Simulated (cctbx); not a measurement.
**Diagnosing a refinement**

Cell a = 8.0120 Å, b = 8.0120 Å, c = 5.2990 Å, α = 90.00°, β = 90.00°, γ = 120.00°; space group P6_3mc (no. 186).

Simulated single-crystal data (cctbx): Ag Kα, λ = 0.56087 Å, to d = 0.77 Å, 95 % of the full sphere, strongest reflection 5000 counts, noise from counting, a 2 % proportional error and a noise floor of 8 counts (s.d.); no absorption.

An anisotropic refinement with weights 1/σ² prints:

```text
Rint 0.043, 278 unique reflections to 0.77 A
cycle     R1     wR2    GooF  max shift (A)
   1  0.3532  0.6772  28.665   0.04825
   5  0.3277  0.6363  26.934   0.00027
final R1 0.3278 wR2 0.6363 GooF 26.934  parameters 15  data/parameter 18.5
atom        x        y        z      Ueq    occ   su(xyz)  su(Uiso or U11)
Tc1    0.66667  0.33333  0.59204  -0.0007  1.000  0.00435  0.0081  NPD
Tc2    0.87673  0.75346  0.76393  -0.0032  1.000  0.00285  0.0060  NPD
Tc3    0.45367  0.90733  0.55281  -0.0020  1.000  0.00326  0.0046  NPD
difference map: max 70.59 min -22.63 rms 7.20
Q1    0.1941  0.3882  0.8335    6   73.30  2.35 A from Tc3
Q2    0.1367  0.2734  0.2553    6   44.51  0.19 A from Tc2
Q3    0.0746  0.5373  0.5561    6   39.80  0.13 A from Tc3
Q4    0.3333  0.6667  0.0909    2   38.85  0.01 A from Tc1
Q5    0.0000  0.0000  0.9991    2   37.41  2.12 A from Tc2
Q6    0.3333  0.6667  0.5488    2   23.43  1.67 A from Tc3
```

Q: Accept it or mend it, and why?

Mend it. The fault: an atom left out, Ga at (0.1910, 0.3820, 0.8329). Against the right model at the same level, R1 goes from 0.0120 to 0.3278 and GooF from 0.97 to 26.93, the top difference peak, 73.3 e/Å³, lies 2.35 Å from Tc3 and Tc1, Tc2 and Tc3 go non-positive-definite. Q1 is the missing atom. With scattering power missing, scale and phases suffer, so peaks may also grow on the heavy atoms.

The compound is Ga3Tc7. The right model at the same level gives:

```text
Rint 0.043, 278 unique reflections to 0.77 A
cycle     R1     wR2    GooF  max shift (A)
   1  0.0200  0.0385   1.647   0.00185
   2  0.0120  0.0226   0.966   0.00000
final R1 0.0120 wR2 0.0226 GooF 0.966  parameters 21  data/parameter 13.2
atom        x        y        z      Ueq    occ   su(xyz)  su(Uiso or U11)
Tc1    0.66667  0.33333  0.58504   0.0079  1.000  0.00016  0.0003
Tc2    0.87297  0.74595  0.76296   0.0066  1.000  0.00009  0.0002
Tc3    0.45295  0.90589  0.56096   0.0057  1.000  0.00011  0.0002
Ga1    0.19093  0.38187  0.83340   0.0043  1.000  0.00014  0.0002
Flack x: -0.008(17)
Hooft y: -0.008(15)  Bijvoet pairs: 123
difference map: max 0.51 min -0.47 rms 0.14
Q1    0.3333  0.6667  0.5661    2    0.51  1.66 A from Tc3
Q2    0.0841  0.1681  0.8347    6    0.48  1.48 A from Ga1
Q3    0.1835  0.3670  0.4766    6    0.41  1.38 A from Tc2
Q4    0.0191  0.5096  0.0789    6    0.40  0.79 A from Tc3
Q5    0.0185  0.4434  0.2677   12    0.39  1.45 A from Tc3
Q6    0.0852  0.5426  0.2523    6    0.37  1.61 A from Tc3
```

Isotropic U is held between 0.0001 and 1 Å² by the program, and listed peak heights are interpolated, so they can pass the grid's maximum.

The model was made for the exercise: a known structure type with other elements put in, its volume estimated, not relaxed; displacement parameters are assumed.

[Middle refinement cycles are left out of these outputs.]

[Logs are printed without paths, hosts, clocks, repeated set-up lines and the standing remarks that a program may print on its own settings, such as how far it seeks lower states.]
